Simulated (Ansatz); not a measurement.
**Decaying states in the gap of HfBeF6**

A new crystal, HfBeF6: structure, gap and complex bands. It is built by putting Be for Mg, Hf for Zr in the MgZrF6 structure of space group Fm-3m, with the volume rescaled by atomic radii. The parent structure comes from the Materials Project.

Method: r2SCAN DFT, plane waves, PAW files, in the first sound run; inputs show where later runs differ, in Ansatz 0.2.0.

The structure was built from a prototype and need not be the compound's stable phase.

## (1) The structure

Symmetry: Fm-3m, No. 225, cubic system. The conventional cell has a = 7.607 Å, b = 7.607 Å, c = 7.607 Å, α = 90.00°, β = 90.00°, γ = 90.00°. Nearest to Be lie 6 F at 1.88 Å. Nearest to Hf lie 6 F at 1.92 Å. Nearest to F lie 1 Be at 1.88 Å and 1 Hf at 1.92 Å. It derives from MgZrF6. Be for Mg, Hf for Zr in the MgZrF6 structure of space group Fm-3m. Farther neighbours and most contacts between anions are not listed.

As a file:

```cif
data_structure
_symmetry_space_group_name_H-M 'Fm-3m'
_symmetry_Int_Tables_number 225
_cell_length_a 7.6071
_cell_length_b 7.6071
_cell_length_c 7.6071
_cell_angle_alpha 90.000
_cell_angle_beta 90.000
_cell_angle_gamma 90.000
_cell_volume 440.21
loop_
_atom_site_label
_atom_site_type_symbol
_atom_site_symmetry_multiplicity
_atom_site_Wyckoff_symbol
_atom_site_fract_x
_atom_site_fract_y
_atom_site_fract_z
_atom_site_occupancy
Be1 Be 4 b 0.50000 0.00000 0.00000 1
Hf1 Hf 4 a 0.00000 0.00000 0.00000 1
F1 F 24 e 0.25238 0.00000 0.00000 1
```

## (2) Cell and atoms at rest

The substituted atoms don't fit the parent's cell, so cell and atoms relax together. A small smearing keeps the run stable in case the gap closes on the way.

input.yaml

```yaml
crystal:
  lattice:
    - [0.0, 3.803566465, 3.803566465]
    - [3.803566465, 0.0, 3.803566465]
    - [3.803566465, 3.803566465, 0.0]
  atoms:
    - { symbol: Be, position: [0.5, 0.5, 0.5] }
    - { symbol: Hf, position: [0.0, 0.0, 0.0] }
    - { symbol: F, position: [0.74762308, 0.25237692, 0.25237692] }
    - { symbol: F, position: [0.25237692, 0.74762308, 0.74762308] }
    - { symbol: F, position: [0.25237692, 0.74762308, 0.25237692] }
    - { symbol: F, position: [0.74762308, 0.25237692, 0.74762308] }
    - { symbol: F, position: [0.25237692, 0.25237692, 0.74762308] }
    - { symbol: F, position: [0.74762308, 0.74762308, 0.25237692] }
kpoints:
  mp_grid: { grid: [6, 6, 6] }
scf:
  occupations: { method: gaussian, width: 0.03 }
hamiltonian:
  xc: r2scan
output:
  forces: true
  stress: true
relax:
  f_tol: 0.02
  max_steps: 60
  cell: {}
```

Started as:

```bash
$ ansatz run input.yaml --threads 2 --pin off --max-ram 4096MiB --backend cpu --events-out ev --progress --plain --runs-dir out
```

Numbers of over 12 decimals in the logs are rounded to 6 here.

The log of the run:

```text
Engine: ansatz 0.2.0, x86_64-unknown-linux-gnu
Pseudopotentials: kind: paw
Pseudopotential: Be, paw, valence charge 2, recommended cutoff 500 eV (meta_gga), Be.paw.azcp
Pseudopotential: Hf, paw, valence charge 26, recommended cutoff 500 eV (meta_gga), Hf.paw.azcp
Pseudopotential: F, paw, valence charge 7, recommended cutoff 500 eV (meta_gga), F.paw.azcp
Functional definition: r2SCAN
  parameter k0 = 0.174
  parameter k1 = 0.065
  parameter a1 = 4.9479
  exchange = r2scan_x(k0 = k0, k1 = k1, a1 = a1)
  correlation = r2scan_c
Crystal: 8 atoms, lattice volume = 110.053 Å³
Basis set: ecut = 500 eV, 2741 PW (Γ), exchange–correlation on 160×160×160 points (64 copies of the dense FFT grid, shifted against one another)
Bands: 43, of which v1, the nominal top of the filled ones, is band 35 counted from 1 (34 counted from 0)
Symmetry: 48 space group operations
Space group: Fm-3m (ITA 225), of the structure as read, at distance tolerance 4.8e-5 Å
k-points: 16 of 216
Non-local potential: Be, projectors of the file, l = 0: 2, l = 1: 2, l = 2: 1
Non-local potential: Hf, projectors of the file, l = 0: 3, l = 1: 2, l = 2: 2, l = 3: 3
Non-local potential: F, projectors of the file, l = 0: 2, l = 1: 2, l = 2: 1
PAW form: soft (Blöchl's): semilocal exchange-correlation on the pseudo side does not see the compensation charge
PAW frozen core: Be, regenerated for the run's functional (the file was generated under x = pbe(κ = 0.804, μ = 0.219515), c = pbe(β = 0.066725))
PAW frozen core: Hf, regenerated for the run's functional (the file was generated under x = pbe(κ = 0.804, μ = 0.219515), c = pbe(β = 0.066725))
PAW frozen core: F, regenerated for the run's functional (the file was generated under x = pbe(κ = 0.804, μ = 0.219515), c = pbe(β = 0.066725))
PAW one-centre angular grid: Be, 302 points (default); XC on 255 of its mesh's 2635 points in the sphere
PAW one-centre angular grid: Hf, 974 points (default); XC on 160 Gauss nodes
PAW one-centre angular grid: F, 302 points (default); XC on 160 Gauss nodes
Initial density: superposition of atomic densities (neutral atoms: chi_scale 0, normalization atom), corrected by the library's trained network
Initial wavefunctions: pseudopotential atomic-orbital guess
Functional: x = r2scan, c = r2scan; τ floored in thin density (d = 2e-4 eV/Å³)
SCF iter   1: F=—  HF=-20696.271368 eV  |F-HF|=—  |Δ(HF+E_count)|=         —  Δρ=9.66e-3  dr2=9.12e-2  dr2_τ=3.03e-1  ethr=1.77e-3  ⟨swp⟩=7.2  Hψ=2746  notcnv=0
preconditioner: auto → Resta (q_TF=auto, 2.530 Å⁻¹)  ε∞=3.1  [insulator: Δε(μ)=8.891 eV  Ē_g=20.289 eV  σ=0.030 eV  W_gap=1.00  n_scr=26 (ndim 8)  ℏωp=29.2 eV  f_vac=0.281  D(μ)=0.00/eV (n_scr^D=0)  ε∞_Penn≈3.1]
SCF iter   2: F=—  HF=-20696.399017 eV  |F-HF|=—  |Δ(HF+E_count)|=   1.28e-1  Δρ=4.23e-3  dr2=1.24e-2  dr2_τ=2.64e-3  ethr=1.30e-4  ⟨swp⟩=3.0  Hψ=1486  notcnv=0  defer=49
SCF iter   3: F=—  HF=-20696.398320 eV  |F-HF|=—  |Δ(HF+E_count)|=   6.97e-4  Δρ=2.33e-3  dr2=3.31e-3  dr2_τ=4.72e-4  ethr=1.77e-5  ⟨swp⟩=2.0  Hψ=1118  notcnv=0  defer=33
automatic band count: iteration 3 solves 42 bands in place of 43: the levels show a gap, and the empty bands left out lie too high to hold charge; the band table lists the bands solved (type scf.n_extra_bands for more)
SCF iter   4: F=—  HF=-20696.397819 eV  |F-HF|=—  |Δ(HF+E_count)|=   5.01e-4  Δρ=5.21e-4  dr2=3.43e-4  dr2_τ=5.38e-5  ethr=4.72e-6  ⟨swp⟩=2.9  Hψ=1430  notcnv=0  defer=35
SCF iter   5: F=—  HF=-20696.397657 eV  |F-HF|=—  |Δ(HF+E_count)|=   1.62e-4  Δρ=1.70e-4  dr2=1.96e-5  dr2_τ=3.63e-6  ethr=4.89e-7  ⟨swp⟩=2.0  Hψ=1174  notcnv=0  defer=20
automatic band count: iteration 5 solves 41 bands in place of 42: the levels show a gap, and the empty bands left out lie too high to hold charge; the band table lists the bands solved (type scf.n_extra_bands for more)
SCF iter   6: F=—  HF=-20696.397661 eV  |F-HF|=—  |Δ(HF+E_count)|=   3.97e-6  Δρ=4.72e-5  dr2=2.15e-6  dr2_τ=2.83e-7  ethr=2.80e-8  ⟨swp⟩=2.3  Hψ=1071  notcnv=0  defer=20
SCF iter   7: F=-20696.397661 eV  HF=-20696.397661 eV  |F-HF|=4.59e-9  |Δ(HF+E_count)|=   1.99e-7  Δρ=9.53e-6  dr2=8.73e-8  dr2_τ=6.91e-9  ethr=1.43e-10  ⟨swp⟩=3.2  Hψ=3015  notcnv=0
SCF 1 converged in 7 iterations: F = -20696.397661 eV  dr2 = 8.73e-8
  greatest PAW one-centre occupation: 0.999 electrons in one spin orbital (limit 2), on the Hf atom at site 1 (counted from 0), in its partial waves of l = 3
relax step   1: F+E_penalty+E_count = -20696.39766079 eV  Δ(F+E_penalty+E_count) = +0.000e0 eV  max|allowed force component| = 3.280e0 eV/Å  Δτ_max = 0.0000 Å  P = +5.637 GPa  Ω = 110.053 Å³  (7 SCF iters, dr2 threshold 1.00e-7 eV, accepted)
Crystal: 8 atoms, lattice volume = 109.424 Å³
Basis set: ecut = 500 eV, 2733 PW (Γ), exchange–correlation on 160×160×160 points (64 copies of the dense FFT grid, shifted against one another)
Initial density: handed on by an earlier stage of this run
Initial wavefunctions: those handed on with the density
iter 1 solved again at ethr=2.06e-4 eV; its pass at ethr=3.10e-3 eV (dr2=1.44e-1 eV) is discarded
SCF iter   1: F=—  HF=-20697.412420 eV  |F-HF|=—  |Δ(HF+E_count)|=         —  Δρ=1.34e-2  dr2=1.45e-1  dr2_τ=2.41e0  ethr=2.06e-4  ⟨swp⟩=1.2  Hψ=3034  notcnv=0
automatic band count: iteration 1 solves 40 bands in place of 43: the levels show a gap, and the empty bands left out lie too high to hold charge; the band table lists the bands solved (type scf.n_extra_bands for more)
preconditioner: auto → Resta (q_TF=auto, 2.533 Å⁻¹)  ε∞=3.5  [insulator: Δε(μ)=8.443 eV  Ē_g=18.458 eV  σ=0.030 eV  W_gap=1.00  n_scr=26 (ndim 8)  ℏωp=29.3 eV  f_vac=0.283  D(μ)=0.00/eV (n_scr^D=0)  ε∞_Penn≈3.5]
SCF iter   2: F=—  HF=-20697.290559 eV  |F-HF|=—  |Δ(HF+E_count)|=   1.22e-1  Δρ=7.03e-3  dr2=1.86e-2  dr2_τ=5.50e-3  ethr=2.06e-4  ⟨swp⟩=3.4  Hψ=1292  notcnv=0
SCF iter   3: F=—  HF=-20697.290332 eV  |F-HF|=—  |Δ(HF+E_count)|=   2.27e-4  Δρ=2.74e-3  dr2=4.68e-3  dr2_τ=8.13e-4  ethr=2.66e-5  ⟨swp⟩=2.2  Hψ=1199  notcnv=0  defer=5
SCF iter   4: F=—  HF=-20697.289231 eV  |F-HF|=—  |Δ(HF+E_count)|=   1.10e-3  Δρ=7.70e-4  dr2=3.16e-4  dr2_τ=5.00e-5  ethr=6.69e-6  ⟨swp⟩=2.4  Hψ=1261  notcnv=0  defer=5
SCF iter   5: F=—  HF=-20697.289239 eV  |F-HF|=—  |Δ(HF+E_count)|=   7.72e-6  Δρ=2.00e-4  dr2=2.95e-5  dr2_τ=4.72e-6  ethr=4.52e-7  ⟨swp⟩=2.5  Hψ=1128  notcnv=0  defer=5
SCF iter   6: F=—  HF=-20697.289252 eV  |F-HF|=—  |Δ(HF+E_count)|=   1.31e-5  Δρ=9.56e-5  dr2=8.16e-6  dr2_τ=9.24e-7  ethr=4.21e-8  ⟨swp⟩=2.0  Hψ=1062  notcnv=0  defer=5
[...]
Crystal: 8 atoms, lattice volume = 104.257 Å³
Basis set: ecut = 500 eV, 2685 PW (Γ), exchange–correlation on 160×160×160 points (64 copies of the dense FFT grid, shifted against one another)
iter 1 solved again at ethr=6.32e-5 eV; its pass at ethr=3.10e-3 eV (dr2=4.42e-2 eV) is discarded
SCF iter   1: F=—  HF=-20697.495673 eV  |F-HF|=—  |Δ(HF+E_count)|=         —  Δρ=7.30e-3  dr2=4.34e-2  dr2_τ=6.40e-1  ethr=6.32e-5  ⟨swp⟩=1.5  Hψ=3184  notcnv=0
automatic band count: iteration 1 solves 42 bands in place of 43: the levels show a gap, and the empty bands left out lie too high to hold charge; the band table lists the bands solved (type scf.n_extra_bands for more)
preconditioner: auto → Resta (q_TF=auto, 2.553 Å⁻¹)  ε∞=3.4  [insulator: Δε(μ)=7.827 eV  Ē_g=19.446 eV  σ=0.030 eV  W_gap=1.00  n_scr=26 (ndim 8)  ℏωp=30.0 eV  f_vac=0.266  D(μ)=0.00/eV (n_scr^D=0)  ε∞_Penn≈3.4]
SCF iter   2: F=—  HF=-20697.401360 eV  |F-HF|=—  |Δ(HF+E_count)|=   9.43e-2  Δρ=3.76e-3  dr2=1.09e-2  dr2_τ=1.32e-3  ethr=6.20e-5  ⟨swp⟩=3.0  Hψ=1382  notcnv=0  defer=2
SCF iter   3: F=—  HF=-20697.400457 eV  |F-HF|=—  |Δ(HF+E_count)|=   9.02e-4  Δρ=1.20e-3  dr2=1.68e-3  dr2_τ=1.25e-4  ethr=1.56e-5  ⟨swp⟩=2.1  Hψ=1180  notcnv=0  defer=2
SCF iter   4: F=—  HF=-20697.399686 eV  |F-HF|=—  |Δ(HF+E_count)|=   7.71e-4  Δρ=5.18e-4  dr2=3.72e-4  dr2_τ=2.82e-5  ethr=2.40e-6  ⟨swp⟩=2.0  Hψ=1305  notcnv=0  defer=2
SCF iter   5: F=—  HF=-20697.399796 eV  |F-HF|=—  |Δ(HF+E_count)|=   1.10e-4  Δρ=1.44e-4  dr2=2.63e-5  dr2_τ=1.17e-5  ethr=5.32e-7  ⟨swp⟩=2.6  Hψ=1202  notcnv=0  defer=2
SCF iter   6: F=—  HF=-20697.399811 eV  |F-HF|=—  |Δ(HF+E_count)|=   1.50e-5  Δρ=1.08e-4  dr2=6.51e-6  dr2_τ=1.65e-6  ethr=3.76e-8  ⟨swp⟩=2.0  Hψ=1230  notcnv=0  defer=2
SCF iter   7: F=—  HF=-20697.399816 eV  |F-HF|=—  |Δ(HF+E_count)|=   5.13e-6  Δρ=3.90e-5  dr2=1.77e-6  dr2_τ=1.39e-7  ethr=9.30e-9  ⟨swp⟩=2.0  Hψ=1230  notcnv=0  defer=2
SCF iter   8: F=-20697.399821 eV  HF=-20697.399821 eV  |F-HF|=2.36e-7  |Δ(HF+E_count)|=   4.68e-6  Δρ=7.11e-6  dr2=5.67e-8  dr2_τ=2.12e-8  ethr=1.14e-9  ⟨swp⟩=4.0  Hψ=2188  notcnv=0
SCF 3 converged in 8 iterations: F = -20697.399821 eV  dr2 = 5.67e-8
relax step   3: F+E_penalty+E_count = -20697.39982110 eV  Δ(F+E_penalty+E_count) = -1.106e-1 eV  max|allowed force component| = 1.408e-1 eV/Å  Δτ_max = 0.0376 Å  P = +0.212 GPa  Ω = 104.257 Å³  energy of the carried Pulay correction = +4.636e-3 eV  (8 SCF iters, dr2 threshold 8.00e-7 eV, accepted)
[...]
relax step   4: F+E_penalty+E_count = -20697.40171117 eV  Δ(F+E_penalty+E_count) = -1.890e-3 eV  max|allowed force component| = 4.356e-3 eV/Å  Δτ_max = 0.0056 Å  P = -0.123 GPa  Ω = 104.856 Å³  energy of the carried Pulay correction = +4.137e-3 eV  (6 SCF iters, dr2 threshold 8.00e-7 eV, accepted)
[...]
relax step   5: F+E_penalty+E_count = -20697.40185399 eV  Δ(F+E_penalty+E_count) = -1.428e-4 eV  max|allowed force component| = 1.994e-3 eV/Å  Δτ_max = 0.0004 Å  P = -0.020 GPa  Ω = 104.747 Å³  energy of the carried Pulay correction = +4.228e-3 eV  (5 SCF iters, dr2 threshold 3.80e-8 eV, accepted)
Initial wavefunctions: pseudopotential atomic-orbital guess (no wavefunctions were taken with the density)
iter 1 solved again at ethr=5.54e-8 eV; its pass at ethr=3.10e-3 eV (dr2=3.88e-5 eV) is discarded
SCF iter   1: F=—  HF=-20697.397271 eV  |F-HF|=—  |Δ(HF+E_count)|=         —  Δρ=2.29e-4  dr2=5.46e-6  dr2_τ=1.93e-5  ethr=5.54e-8  ⟨swp⟩=3.0  Hψ=4687  notcnv=0
preconditioner: auto → Resta (q_TF=auto, 2.551 Å⁻¹)  ε∞=3.3  [insulator: Δε(μ)=8.083 eV  Ē_g=19.913 eV  σ=0.030 eV  W_gap=1.00  n_scr=26 (ndim 8)  ℏωp=29.9 eV  f_vac=0.270  D(μ)=0.00/eV (n_scr^D=0)  ε∞_Penn≈3.3]
SCF iter   2: F=—  HF=-20697.397286 eV  |F-HF|=—  |Δ(HF+E_count)|=   1.52e-5  Δρ=1.15e-4  dr2=1.51e-6  dr2_τ=2.60e-6  ethr=7.80e-9  ⟨swp⟩=3.0  Hψ=1184  notcnv=0
SCF iter   3: F=—  HF=-20697.397289 eV  |F-HF|=—  |Δ(HF+E_count)|=   2.89e-6  Δρ=2.62e-5  dr2=1.26e-7  dr2_τ=1.30e-7  ethr=2.15e-9  ⟨swp⟩=2.0  Hψ=1184  notcnv=0
SCF iter   4: F=—  HF=-20697.397289 eV  |F-HF|=—  |Δ(HF+E_count)|=   6.94e-8  Δρ=2.24e-6  dr2=2.95e-9  dr2_τ=7.66e-10  ethr=1.80e-10  ⟨swp⟩=2.0  Hψ=1184  notcnv=0
SCF iter   5: F=—  HF=-20697.397289 eV  |F-HF|=—  |Δ(HF+E_count)|=  5.31e-10  Δρ=1.00e-6  dr2=3.26e-10  dr2_τ=2.28e-10  ethr=4.22e-12  ⟨swp⟩=2.0  Hψ=1156  notcnv=0
SCF iter   6: F=-20697.397289 eV  HF=-20697.397289 eV  |F-HF|=7.28e-12  |Δ(HF+E_count)|=  7.57e-10  Δρ=2.47e-7  dr2=4.02e-11  dr2_τ=7.55e-12  ethr=1.00e-12  ⟨swp⟩=4.1  Hψ=2414  notcnv=0
SCF 6 converged in 6 iterations: F = -20697.397289 eV  dr2 = 4.02e-11
relax step   6: F+E_penalty+E_count = -20697.39728903 eV  Δ(F+E_penalty+E_count) = +4.565e-3 eV  max|allowed force component| = 2.110e-3 eV/Å  Δτ_max = 0.0000 Å  P = +0.011 GPa  Ω = 104.747 Å³  stress off target by 1.06e-2 GPa  SCF on the basis re-selected at this cell (its energy is not comparable with the rows above)  (6 SCF iters)
basis re-selected at this cell: Δ(F+E_penalty+E_count) = +4.565e-3 eV, ΔP = +0.031 GPa vs the last step (what re-selecting the basis moved, of the pressure what is left beyond the Pulay correction that the steps carried, after the strain that the cell walked since its last selection, with what the two solves' SCF thresholds leave and, on support functions, any second-order correction that the steps lacked; it is no m [...]
SCF converged after 6 iterations
Free energy (F): -20697.397289 eV
Harris-Foulkes:  -20697.397289 eV  (|F-HF|=7.28e-12)
Internal energy: -20697.397289 eV  (E = F + TS)
E sigma→0 (E₀):  -20697.397289 eV
Fermi energy:    5.570941 eV
--- Per-component energies (eV) ---
  E_band       = -637.738352
  E_kinetic    = 1686.460467
  E_local      = -11720.460036  (includes V_loc(G=0)·N_el)
  E_nonlocal   = -805.841442
  E_hartree    = 5069.798554
  E_xc         = -775.418499
  E_vxc        = -1009.531926  (∫ρ·V_xc dr)
  E_paw        = -8231.321085  (= ΣΔE_a)
  E_vpaw       = 1005.529985  (= ΣTr[D̂ρ^β])
  E_aug_tail   = 0.006445  (compensation charges beyond the density's cutoff)
  E_vtau       = 66.500969  (kinetic-family band-sum trace: ∫τ·v_τ [+ j·A + Jᵃ·Aᵃ] dr)
  E_ewald      = -5920.742837
  E_core_change = 0.121146  (= ΣΔE_core)
  E_smearing   = -0.000000  (= −TS)
  E_closure    = -0.000000  (closes the sum)
  Σ components = -20697.397289   (vs F -20697.397289, Δ=0.00e0)
--- Forces (eV/Å), atoms counted from 1 ---
  atom   1  Be    -0.00000000     0.00000000    -0.00000000
  atom   2  Hf    -0.00000000     0.00000000    -0.00000000
  atom   3  F     -0.00210959    -0.00000000     0.00000000
  atom   4  F      0.00210959     0.00000000    -0.00000000
  atom   5  F      0.00000000    -0.00210959     0.00000000
  atom   6  F     -0.00000000     0.00210959    -0.00000000
  atom   7  F      0.00000000    -0.00000000    -0.00210959
  atom   8  F     -0.00000000     0.00000000     0.00210959
  max |Σ_I F_I| component: 2.31e-18 eV/Å
--- Stress (GPa, compression-positive) ---
        0.010566      -0.000000      -0.000000
       -0.000000       0.010566      -0.000000
       -0.000000      -0.000000       0.010566
  P = ⅓ Tr σ = 0.0106 GPa (0.106 kbar)
--- Relaxed structure (5 steps of the walk, 5 accepted, 1 SCFs on fresh bases) ---
  F+E_penalty+E_count = -20697.39728903 eV   max|allowed force component| = 2.110e-3 eV/Å   (the final SCF, on the basis selected at the relaxed cell)
  cell:  # Å, volume = 104.7466 Å³
    - [0, 3.741422, 3.741422]
    - [3.741422, 0, 3.741422]
    - [3.741422, 3.741422, 0]
  atoms:
    - { symbol: Be, position: [0.500000, 0.500000, 0.500000] }
    - { symbol: Hf, position: [2.6456094578542075e-19, 8.970130384037658e-19, -9.20173255879931e-19] }
    - { symbol: F, position: [0.733193, 0.266807, 0.266807] }
    - { symbol: F, position: [0.266807, 0.733193, 0.733193] }
    - { symbol: F, position: [0.266807, 0.733193, 0.266807] }
    - { symbol: F, position: [0.733193, 0.266807, 0.733193] }
    - { symbol: F, position: [0.266807, 0.266807, 0.733193] }
    - { symbol: F, position: [0.733193, 0.733193, 0.266807] }
```

The job ended after 19 s (2 threads of Intel Xeon Platinum 8488C (Sapphire Rapids), shared host; peak memory 0.78 GiB; 37 s of CPU time).

Step by step:

```
step  energy less that of the first step (eV)  largest force component (eV/Å)  pressure (GPa)  volume (Å³)
   1                                   0.0000                          3.2799            5.64       110.05
   2                                  -0.8916                          0.6606           -2.70       109.42
   3                                  -1.0022                          0.1408            0.21       104.26
   4                                  -1.0040                          0.0044           -0.12       104.86
   5                                  -1.0042                          0.0020           -0.02       104.75
  6*                                  -0.9996                          0.0021            0.01       104.75
```

Relaxation steps marked * repeat the geometry before them on a plane-wave basis chosen anew for their cell, so energy and pressure can jump there.

Forces are held to the 48 operations that the run works with; a distortion that breaks them can't arise in this run.

```csv
"conventional cell, symmetrised",before,after,change
a (Å),7.607,7.483,-1.6 %
b (Å),7.607,7.483,-1.6 %
c (Å),7.607,7.483,-1.6 %
volume (Å³/atom),13.76,13.09,-4.8 %
```

The atoms that moved most (Å, as changes of fractional coordinates times the final cell):

| atom | dx | dy | dz | length |
| --- | --- | --- | --- | --- |
| F4 | -0.108 | 0.000 | 0.000 | 0.108 |
| F6 | 0.000 | -0.108 | 0.000 | 0.108 |
| F8 | 0.000 | 0.000 | -0.108 | 0.108 |
| F3 | 0.108 | 0.000 | 0.000 | 0.108 |
| F7 | 0.000 | 0.000 | 0.108 | 0.108 |
| F5 | 0.000 | 0.108 | 0.000 | 0.108 |

Numbers from this step:

* free energy: -20697.3973 eV
* Fermi energy: 5.571 eV
* pressure: 0.01057 GPa

The largest force component on a free atom ends at 0.0021 eV/Å.

[end of part 1 of 3]

[Logs are printed without paths, hosts, clocks, repeated set-up lines and the standing remarks that a program may print on its own settings, such as how far it seeks lower states.]

[Hosts, paths, dates, database ids (printed as entryN), source tags and the programs' standing remarks are cut or masked in the printed files.]
